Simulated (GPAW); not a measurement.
# The basis that the transmission of a carbon nanotube (4, 4); one C replaced by B needs

Wanted: the zero-bias transmission of a carbon nanotube (4, 4); one C replaced by B on a ladder of levels, with run times.

Program: GPAW 26.7.0. Level of theory: GPAW LCAO, PAW setups; Landauer transmission from Green's functions with principal layers (ASE), zero bias. Results are calculated unless marked as measured.

## 1. The structure

The cell holds 192 atoms: 191 C and 1 B. Cell: a = 13.424 Å, b = 13.424 Å, c = 29.514 Å, α = 90.0°, β = 90.0°, γ = 90.0°. Regions: left lead, 80 atoms (80 C); channel, 32 atoms (31 C and 1 B); right lead, 80 atoms (80 C). Vacuum lies along a and b. The structure is stacked along c, and the current runs across the ab planes.

## 2. Single-zeta polarised basis

One radial function a shell plus polarisation makes the matrices smaller; the question is what that costs.

run.py

```python
import json
import numpy as np
from ase import Atoms
from ase.transport.calculators import TransportCalculator
from gpaw import GPAW, FermiDirac
from gpaw.lcao.tools import get_lcao_hamiltonian
from scipy.linalg import eigh

# The junction with lead layers at both ends, along the third cell vector
device = Atoms(
    ['C', 'C', 'C', 'C', 'C', 'C', 'C', 'C', 'C', 'C', 'C', 'C', 'C', 'C', 'C', 'C', 'C', 'C', 'C', 'C', 'C', 'C', 'C', 'C', 'C', 'C', 'C', 'C', 'C', 'C', 'C', 'C', 'C', 'C', 'C', 'C', 'C', 'C', 'C', 'C', 'C', 'C', 'C', 'C', 'C', 'C', 'C', 'C', 'C', 'C', 'C', 'C', 'C', 'C', 'C', 'C', 'C', 'C', 'C', 'C', 'C', 'C', 'C', 'C', 'C', 'C', 'C', 'C', 'C', 'C', 'C', 'C', 'C', 'C', 'C', 'C', 'C', 'C', 'C', 'C', 'C', 'C', 'C', 'C', 'C', 'C', 'C', 'C', 'C', 'C', 'C', 'C', 'C', 'B', 'C', 'C', 'C', 'C', 'C', 'C', 'C', 'C', 'C', 'C', 'C', 'C', 'C', 'C', 'C', 'C', 'C', 'C', 'C', 'C', 'C', 'C', 'C', 'C', 'C', 'C', 'C', 'C', 'C', 'C', 'C', 'C', 'C', 'C', 'C', 'C', 'C', 'C', 'C', 'C', 'C', 'C', 'C', 'C', 'C', 'C', 'C', 'C', 'C', 'C', 'C', 'C', 'C', 'C', 'C', 'C', 'C', 'C', 'C', 'C', 'C', 'C', 'C', 'C', 'C', 'C', 'C', 'C', 'C', 'C', 'C', 'C', 'C', 'C', 'C', 'C', 'C', 'C', 'C', 'C', 'C', 'C', 'C', 'C', 'C', 'C', 'C', 'C', 'C', 'C', 'C', 'C', 'C', 'C', 'C', 'C', 'C', 'C'],
    positions=[
        [4.00000, 6.71200, 0.61488],
        [4.36334, 5.35600, 0.61488],
        [5.35600, 9.06066, 0.61488],
        [6.71200, 9.42400, 0.61488],
        [6.71200, 4.00000, 0.61488],
        [8.06800, 4.36334, 0.61488],
        [9.06066, 8.06800, 0.61488],
        [9.42400, 6.71200, 0.61488],
        [4.09241, 7.41392, 1.84463],
        [4.79433, 8.62967, 1.84463],
        [4.79433, 4.79433, 1.84463],
        [6.01008, 4.09241, 1.84463],
        [7.41392, 9.33159, 1.84463],
        [8.62967, 8.62967, 1.84463],
        [8.62967, 4.79433, 1.84463],
        [9.33159, 6.01008, 1.84463],
        [4.00000, 6.71200, 3.07439],
        [4.36334, 5.35600, 3.07439],
        [5.35600, 9.06066, 3.07439],
        [6.71200, 9.42400, 3.07439],
        [6.71200, 4.00000, 3.07439],
        [8.06800, 4.36334, 3.07439],
        [9.06066, 8.06800, 3.07439],
        [9.42400, 6.71200, 3.07439],
        [4.09241, 7.41392, 4.30415],
        [4.79433, 8.62967, 4.30415],
        [4.79433, 4.79433, 4.30415],
        [6.01008, 4.09241, 4.30415],
        [7.41392, 9.33159, 4.30415],
        [8.62967, 8.62967, 4.30415],
[... 156 atom lines left out ...]
        [4.79433, 4.79433, 28.89927],
        [6.01008, 4.09241, 28.89927],
        [7.41392, 9.33159, 28.89927],
        [8.62967, 8.62967, 28.89927],
        [8.62967, 4.79433, 28.89927],
        [9.33159, 6.01008, 28.89927]],
    cell=[[13.424, 0.0, 0.0], [0.0, 13.424, 0.0], [0.0, 0.0, 29.51415]],
    pbc=True)

# One principal layer of the lead: the first 48 atoms of the device
lead = Atoms(
    ['C', 'C', 'C', 'C', 'C', 'C', 'C', 'C', 'C', 'C', 'C', 'C', 'C', 'C', 'C', 'C', 'C', 'C', 'C', 'C', 'C', 'C', 'C', 'C', 'C', 'C', 'C', 'C', 'C', 'C', 'C', 'C', 'C', 'C', 'C', 'C', 'C', 'C', 'C', 'C', 'C', 'C', 'C', 'C', 'C', 'C', 'C', 'C'],
    positions=[
        [4.00000, 6.71200, 0.61488],
        [4.36334, 5.35600, 0.61488],
        [5.35600, 9.06066, 0.61488],
        [6.71200, 9.42400, 0.61488],
        [6.71200, 4.00000, 0.61488],
        [8.06800, 4.36334, 0.61488],
        [9.06066, 8.06800, 0.61488],
        [9.42400, 6.71200, 0.61488],
        [4.09241, 7.41392, 1.84463],
        [4.79433, 8.62967, 1.84463],
        [4.79433, 4.79433, 1.84463],
        [6.01008, 4.09241, 1.84463],
        [7.41392, 9.33159, 1.84463],
        [8.62967, 8.62967, 1.84463],
        [8.62967, 4.79433, 1.84463],
        [9.33159, 6.01008, 1.84463],
        [4.00000, 6.71200, 3.07439],
        [4.36334, 5.35600, 3.07439],
        [5.35600, 9.06066, 3.07439],
        [6.71200, 9.42400, 3.07439],
        [6.71200, 4.00000, 3.07439],
        [8.06800, 4.36334, 3.07439],
        [9.06066, 8.06800, 3.07439],
        [9.42400, 6.71200, 3.07439],
        [4.09241, 7.41392, 4.30415],
        [4.79433, 8.62967, 4.30415],
        [4.79433, 4.79433, 4.30415],
        [6.01008, 4.09241, 4.30415],
        [7.41392, 9.33159, 4.30415],
        [8.62967, 8.62967, 4.30415],
        [8.62967, 4.79433, 4.30415],
        [9.33159, 6.01008, 4.30415],
        [4.00000, 6.71200, 5.53390],
        [4.36334, 5.35600, 5.53390],
        [5.35600, 9.06066, 5.53390],
        [6.71200, 9.42400, 5.53390],
        [6.71200, 4.00000, 5.53390],
        [8.06800, 4.36334, 5.53390],
        [9.06066, 8.06800, 5.53390],
        [9.42400, 6.71200, 5.53390],
        [4.09241, 7.41392, 6.76366],
        [4.79433, 8.62967, 6.76366],
        [4.79433, 4.79433, 6.76366],
        [6.01008, 4.09241, 6.76366],
        [7.41392, 9.33159, 6.76366],
        [8.62967, 8.62967, 6.76366],
        [8.62967, 4.79433, 6.76366],
        [9.33159, 6.01008, 6.76366]],
    cell=[[13.424, 0.0, 0.0], [0.0, 13.424, 0.0], [0.0, 0.0, 7.37854]],
    pbc=True)

settings = dict(mode='lcao', basis='szp(dzp)', xc='PBE', h=0.2,
                occupations=FermiDirac(0.1), maxiter=250,
                mixer=dict(beta=0.1, nmaxold=8, weight=100.0),
                convergence=dict(density=0.0001))
energies = np.arange(-2, 2 + 1e-9, 0.05)
eta = 0.0001
n1, n2 = 1, 1
# k and -k transmit alike, so half of the mesh across the current serves
mesh = [(i, j) for i in range(n1) for j in range(n2) if (i, j) <= (-i % n1, -j % n2)]
weights = np.array([1 if (i, j) == (-i % n1, -j % n2) else 2 for i, j in mesh]) / (n1 * n2)


def ground_state(atoms, size, txt):
    atoms.calc = GPAW(kpts={'size': size, 'gamma': True}, symmetry={'tolerance': 1e-3}, txt=txt, **settings)
    atoms.get_potential_energy()
    return atoms.calc.get_fermi_level()


def blocks(atoms, fermi, points, nz, cells):
    """H - E_F S and S between cell 0 and the cells above it, at each point across the current."""
    kz = np.arange(nz) / nz
    calc = atoms.calc.fixed_density(kpts=[(*k, z) for k in points for z in kz], symmetry='off', txt=None)
    H, S = get_lcao_hamiltonian(calc)
    H = (H - fermi * S).reshape(len(H), len(points), nz, *S.shape[1:])
    S = S.reshape(H.shape[1:])
    phases = [np.exp(-2j * np.pi * kz * R) / nz for R in cells]
    return [(np.einsum('skzij,z->ksij', H, p), np.einsum('kzij,z->kij', S, p)) for p in phases]


def pair(a, b):
    return np.block([[a, b], [b.T.conj(), a]])


def count_channels(h, s, cells, nk=240):
    """Half the number of times that the lead's bands cross each energy, unfolded to its shortest repeat."""
    b = len(h) // cells
    bands = []
    for k in (np.arange(nk + 1) + 0.5) / nk:
        hk, sk = h[:b, :b].copy(), s[:b, :b].copy()
        for R in range(1, cells):
            phase, block = np.exp(2j * np.pi * k * R), slice(R * b, (R + 1) * b)
            hk += h[:b, block] * phase + (h[:b, block] * phase).T.conj()
            sk += s[:b, block] * phase + (s[:b, block] * phase).T.conj()
        w, u = eigh(sk)
        x = u[:, w > 1e-5] / w[w > 1e-5]**0.5  # drop near-dependent combinations
        bands.append(np.r_[eigh(x.T.conj() @ hk @ x, eigvals_only=True), [1e9] * (w <= 1e-5).sum()])
    below = np.array(bands)[:, :, None] < energies
    return (below[1:] != below[:-1]).sum((0, 1)) / 2


fermi_lead = ground_state(lead, (1, 1, 15), 'lead.txt')
fermi_device = ground_state(device, (1, 1, 3), 'device.txt')
T, channels, eigen, tail, misfit, shifts = [], [], [], 0.0, 0.0, []
for first in range(0, len(mesh), 3):
    points = [(i / n1, j / n2) for i, j in mesh[first:first + 3]]
    (H0k, S0k), (H1k, S1k), (H2k, _) = blocks(lead, fermi_lead, points, 5, range(3))
    [(Hk, Sk)] = blocks(device, fermi_device, points, 2, [0])
    tail = max(tail, abs(H2k).max())
    for H0, S0, H1, S1, H, S in zip(H0k, S0k, H1k, S1k, Hk, Sk):
        n = len(S0)
        # Shift the lead onto the potential of the device's first layer
        shift = ((H[:, 0, 0] - H0[:, 0, 0]) / S0[0, 0]).real.mean()
        shifts.append(shift)
        misfit = max(misfit, abs(H[:, :n, :n] - H0 - shift * S0).max())
        Tk, Ck, Ek = [], [], []
        for s in range(len(H)):
            t = s % len(H0)  # a lead without moments serves both spins
            h1, s1 = pair(H0[t] + shift * S0, H1[t] + shift * S1), pair(S0, S1)
            leads = dict(h1=h1, s1=s1, energies=energies, eta=eta, eta1=eta, eta2=eta)
            calc = TransportCalculator(h=H[s], s=S, eigenchannels=3, **leads)
            Tk.append(calc.get_transmission())
            Ek.append(np.sort(calc.eigenchannels_ne, axis=0)[::-1])
            Ck.append(count_channels(h1, s1, 6))
        T.append(Tk)
        channels.append(Ck)
        eigen.append(Ek)
T, channels = np.array(T), np.array(channels)
mean, open_channels = np.einsum('kse,k->se', T, weights), np.einsum('kse,k->se', channels, weights)

print(f'basis functions: device {len(S)}, principal layer {n}')
print(f'Fermi level: lead {fermi_lead:.4f} eV, device {fermi_device:.4f} eV; lead shifted by {np.mean(shifts):.4f} eV')
print(f'largest coupling past the next layer {tail:.2e} eV, largest misfit of the first layer {misfit:.3f} eV')
print('  E-E_F (eV)   ' + 'T (one spin)  channels')
for e, t, c in zip(energies, mean.T, open_channels.T):
    print(f'{e:10.3f}  ', *[f'{x:11.4e}' for x in t], *[f'{x:9.4f}' for x in c])

kT = 8.617333e-5 * 300
fine = np.linspace(energies[0], energies[-1], 4001)
both = np.exp(np.interp(fine, energies, np.log(np.maximum(mean.sum(0) * 2 / len(mean), 1e-30))))
fermi = lambda mu: 1 / (1 + np.exp(np.clip((fine - mu) / kT, -200, 200)))
slope = fermi(0) * (1 - fermi(0)) / kT
G = np.trapezoid(both * slope, fine) / 2
seebeck = -np.trapezoid(both * slope * fine, fine) / (2 * G * 300) * 1e6
print(f'conductance at 300 K: {G:.5g} G0 a cell; thermopower {seebeck:.4g} uV/K')
bias = [0.1, 0.2, 0.5, 1.0, 1.5, 2.0]
current = [38.74 * np.trapezoid(both * (fermi(V / 2) - fermi(-V / 2)), fine) for V in bias]
for V, I in zip(bias, current):
    print(f'current from the zero-bias T(E) at {V} V: {I:.5g} uA')
zero = abs(energies).argmin()
json.dump(dict(energies=energies.tolist(), T=mean.tolist(), channels=open_channels.tolist(), G=G, seebeck=seebeck,
               bias=bias, current=current, tail=tail, misfit=misfit, shift=np.mean(shifts), n_device=len(S), n_lead=n,
               fermi=[fermi_lead, fermi_device], energy=device.get_potential_energy(),
               moments=device.get_magnetic_moments().tolist(), mesh=mesh, weights=weights.tolist(),
               T_k=T[:, :, zero].tolist(), eigen=np.array(eigen[0]).tolist()), open('result.json', 'w'))
```

Run with:

```
OMP_NUM_THREADS=1 OPENBLAS_NUM_THREADS=1 python run.py
```

What it wrote:

```text
basis functions: device 1728, principal layer 432
Fermi level: lead -2.5655 eV, device -2.6557 eV; lead shifted by 0.0127 eV
largest coupling past the next layer 4.46e-15 eV, largest misfit of the first layer 0.052 eV
  E-E_F (eV)   T (one spin)  [channel counts left out]
    -2.000    4.1364e+00
    -1.950    4.0723e+00
    -1.900    3.9254e+00
    -1.850    3.6316e+00
    -1.800    3.0260e+00
    -1.750    1.5503e+00
    -1.700    9.9606e-01
    -1.650    9.9537e-01
    -1.600    7.2527e-01
    -1.550    8.0759e-01
    -1.500    7.7944e-01
    -1.450    8.0686e-01
    -1.400    8.6846e-01
    -1.350    9.0084e-01
    -1.300    9.2392e-01
    -1.250    9.5390e-01
[...]
1.650    5.7300e+00
     1.700    5.8443e+00
     1.750    5.9390e+00
     1.800    5.6023e+00
     1.850    5.8844e+00
     1.900    5.9988e+00
     1.950    6.0710e+00
     2.000    6.1277e+00
conductance at 300 K: 1.9346 G0 a cell; thermopower -0.4929 uV/K
current from the zero-bias T(E) at 0.1 V: 14.988 uA
current from the zero-bias T(E) at 0.2 V: 29.97 uA
current from the zero-bias T(E) at 0.5 V: 74.799 uA
current from the zero-bias T(E) at 1.0 V: 148.63 uA
current from the zero-bias T(E) at 1.5 V: 220.01 uA
current from the zero-bias T(E) at 2.0 V: 287.88 uA
```

The job ended after 42 min (1 thread of Arm Neoverse V1, shared host; peak memory 3.5 GiB).

Numbers from this step:

| Quantity | Value |
| --- | --- |
| conductance | 1.935 G₀ |
| largest coupling past the next principal layer | 4.46e-15 eV |
| largest misfit of the first principal layer | 0.05167 eV |
| shift that aligns the lead | 0.01271 eV |
| basis functions of the junction | 1728 |
| basis functions of a principal layer | 432 |
| transmission at the Fermi level (one spin) | 1.935 |

One spin. Table of transmission, zone mean by energy, zero at the Fermi level:

| energy (eV) | transmission, zone mean |
| --- | --- |
| -2.00 | 4.14 |
| -1.85 | 3.63 |
| -1.70 | 0.996 |
| -1.60 | 0.725 |
| -1.45 | 0.807 |
| -1.30 | 0.924 |
| -1.15 | 1.05 |
| -1.05 | 1.19 |
| -0.90 | 1.42 |
| -0.75 | 1.61 |
| -0.60 | 1.74 |
| -0.50 | 1.80 |
| -0.35 | 1.86 |
| -0.20 | 1.90 |
| -0.05 | 1.93 |
| 0.00 | 1.94 |
| 0.05 | 1.94 |
| 0.20 | 1.95 |
| 0.35 | 1.96 |
| 0.50 | 1.97 |
| 0.60 | 1.97 |
| 0.75 | 1.98 |
| 0.90 | 1.98 |
| 1.05 | 2.84 |
| 1.15 | 3.51 |
| 1.30 | 5.22 |
| 1.45 | 6.10 |
| 1.55 | 6.45 |
| 1.60 | 5.60 |
| 1.70 | 5.84 |
| 1.85 | 5.88 |
| 2.00 | 6.13 |

Not self-consistent under bias; the bias window is split evenly. The current through one cell, from the zero-bias transmission by bias:

| bias (V) | current through one cell, from the zero-bias transmission (μA) |
| --- | --- |
| 0.100 | 15.0 |
| 0.200 | 30.0 |
| 0.500 | 74.8 |
| 1.000 | 149 |
| 1.500 | 220 |
| 2.000 | 288 |

The transmission of the three most open eigenchannels by energy, zero at the Fermi level:

| energy (eV) | channel 1 | channel 2 | channel 3 |
| --- | --- | --- | --- |
| -2.000 | 0.999 | 0.969 | 0.947 |
| -1.800 | 0.999 | 0.661 | 0.638 |
| -1.600 | 0.715 | 0.0102 | 2.8e-8 |
| -1.400 | 0.750 | 0.118 | 4.2e-11 |
| -1.200 | 0.963 | 0.0336 | 1.0e-11 |
| -1.000 | 0.984 | 0.286 | 0 |
| -0.800 | 0.991 | 0.563 | 0 |
| -0.600 | 0.993 | 0.743 | 0 |
| -0.400 | 0.995 | 0.846 | 0 |
| -0.200 | 0.996 | 0.905 | 0 |
| 0.000 | 0.996 | 0.939 | 0 |
| 0.200 | 0.997 | 0.958 | 0 |
| 0.400 | 0.997 | 0.970 | 0 |
| 0.600 | 0.997 | 0.977 | 1.1e-12 |
| 0.800 | 0.998 | 0.982 | 5.9e-11 |
| 1.000 | 0.998 | 0.987 | 0.230 |
| 1.200 | 0.998 | 0.989 | 0.907 |
| 1.400 | 0.998 | 0.986 | 0.985 |
| 1.600 | 0.998 | 0.993 | 0.985 |
| 1.800 | 0.996 | 0.996 | 0.981 |
| 2.000 | 0.998 | 0.997 | 0.993 |

Couplings past the next layer reach 4.5e-15 eV, small enough to drop; the matrix elements of the cell's first layer differ from the bulk lead's by up to 0.052 eV. That layer keeps its own values in the calculation, and only beyond it is the lead taken as perfect.

## 3. GPAW, sz, basis sz(dzp)

The minimal basis is the cheapest rung: no second zeta and no polarisation.

run.py: that of step 2 with these lines changed.

```diff
@@ -107,3 +107,3 @@
 
-settings = dict(mode='lcao', basis='szp(dzp)', xc='PBE', h=0.2,
+settings = dict(mode='lcao', basis='sz(dzp)', xc='PBE', h=0.2,
                 occupations=FermiDirac(0.1), maxiter=250,
```

What it wrote:

```text
basis functions: device 768, principal layer 192
Fermi level: lead -3.4172 eV, device -3.5061 eV; lead shifted by 0.0092 eV
largest coupling past the next layer 3.36e-15 eV, largest misfit of the first layer 0.053 eV
  E-E_F (eV)   T (one spin)  [channel counts left out]
    -2.000    4.0200e+00
    -1.950    3.8899e+00
    -1.900    3.6256e+00
    -1.850    3.0837e+00
    -1.800    1.8092e+00
    -1.750    9.9828e-01
    -1.700    9.5500e-01
    -1.650    6.9067e-02
    -1.600    7.7753e-01
    -1.550    8.4815e-01
    -1.500    8.9849e-01
    -1.450    9.3103e-01
    -1.400    9.3060e-01
    -1.350    9.2177e-01
    -1.300    9.2349e-01
    -1.250    9.4172e-01
[...]
1.650    5.7754e+00
     1.700    5.8437e+00
     1.750    5.1850e+00
     1.800    5.3428e+00
     1.850    5.4766e+00
     1.900    5.5164e+00
     1.950    5.4881e+00
     2.000    5.6870e+00
conductance at 300 K: 1.928 G0 a cell; thermopower -0.5431 uV/K
current from the zero-bias T(E) at 0.1 V: 14.937 uA
current from the zero-bias T(E) at 0.2 V: 29.866 uA
current from the zero-bias T(E) at 0.5 V: 74.53 uA
current from the zero-bias T(E) at 1.0 V: 147.98 uA
current from the zero-bias T(E) at 1.5 V: 218.85 uA
current from the zero-bias T(E) at 2.0 V: 284.63 uA
```

Wall time 6.8 min (1 thread); peak memory 2.3 GiB.

This step gave:

```yaml
conductance: 1.928 G₀
largest_coupling_past_the_next_principal_layer: 3.36e-15 eV
largest_misfit_of_the_first_principal_layer: 0.05345 eV
shift_that_aligns_the_lead: 0.009212 eV
basis_functions_of_the_junction: 768
basis_functions_of_a_principal_layer: 192
transmission_at_the_fermi_level_one_spin: 1.928
```

One spin. The transmission, zone mean by energy, zero at the Fermi level:

energy (eV), transmission, zone mean and a bar from the least value:
```
    -2.00       4.02 ###################
    -1.90       3.63 #################
    -1.80       1.81 ######
    -1.70       0.95 #
    -1.55       0.85 
    -1.45       0.93 
    -1.35       0.92 
    -1.25       0.94 #
    -1.15       1.03 #
    -1.05       1.16 ##
    -0.90       1.39 ###
    -0.80       1.52 ####
    -0.70       1.63 #####
    -0.60       1.71 #####
    -0.50       1.78 ######
    -0.40       1.83 ######
    -0.25       1.88 ######
    -0.15       1.90 ######
    -0.05       1.92 ######
     0.00       1.93 ######
     0.05       1.94 #######
     0.15       1.95 #######
     0.25       1.95 #######
     0.40       1.96 #######
     0.50       1.97 #######
     0.60       1.97 #######
     0.70       1.97 #######
     0.80       1.98 #######
     0.90       1.98 #######
     1.05       1.98 #######
     1.15       1.98 #######
     1.25       1.98 #######
     1.35       1.98 #######
     1.45       3.89 ##################
     1.55       5.13 ##########################
     1.70       5.84 ##############################
     1.80       5.34 ###########################
     1.90       5.52 ############################
     2.00       5.69 #############################
```

Not self-consistent under bias; the bias window is split evenly. Table of current through one cell, from the zero-bias transmission by bias:

| bias (V) | current through one cell, from the zero-bias transmission (μA) |
| --- | --- |
| 0.100 | 14.9 |
| 0.200 | 29.9 |
| 0.500 | 74.5 |
| 1.000 | 148 |
| 1.500 | 219 |
| 2.000 | 285 |

Table of transmission of the three most open eigenchannels by energy, zero at the Fermi level:

| energy (eV) | channel 1 | channel 2 | channel 3 |
| --- | --- | --- | --- |
| -2.000 | 0.999 | 0.949 | 0.926 |
| -1.800 | 0.999 | 0.284 | 0.271 |
| -1.600 | 0.713 | 0.0643 | 2.3e-9 |
| -1.400 | 0.783 | 0.148 | 1.4e-11 |
| -1.200 | 0.956 | 0.0209 | 8.6e-12 |
| -1.000 | 0.981 | 0.259 | 0 |
| -0.800 | 0.989 | 0.535 | 0 |
| -0.600 | 0.992 | 0.722 | 0 |
| -0.400 | 0.994 | 0.832 | 0 |
| -0.200 | 0.995 | 0.896 | 0 |
| 0.000 | 0.996 | 0.932 | 0 |
| 0.200 | 0.997 | 0.954 | 0 |
| 0.400 | 0.996 | 0.962 | 0 |
| 0.600 | 0.997 | 0.974 | 0 |
| 0.800 | 0.997 | 0.979 | 0 |
| 1.000 | 0.998 | 0.982 | 0 |
| 1.200 | 0.998 | 0.984 | 3.8e-11 |
| 1.400 | 0.998 | 0.986 | 0.233 |
| 1.600 | 0.998 | 0.983 | 0.959 |
| 1.800 | 0.998 | 0.991 | 0.979 |
| 2.000 | 0.997 | 0.996 | 0.983 |

At the Fermi level the transmission is 1.93. The current reaches 285 μA at 2 V, close to what the ratio of current to bias at 0.1 V would give.

(Part 1 of 2 ends here.)

[Logs are printed without paths, hosts, clocks, repeated set-up lines and the standing remarks that a program may print on its own settings, such as how far it seeks lower states.]

[Hosts, paths, dates, database ids (printed as entryN), source tags and the programs' standing remarks are cut or masked in the printed files.]
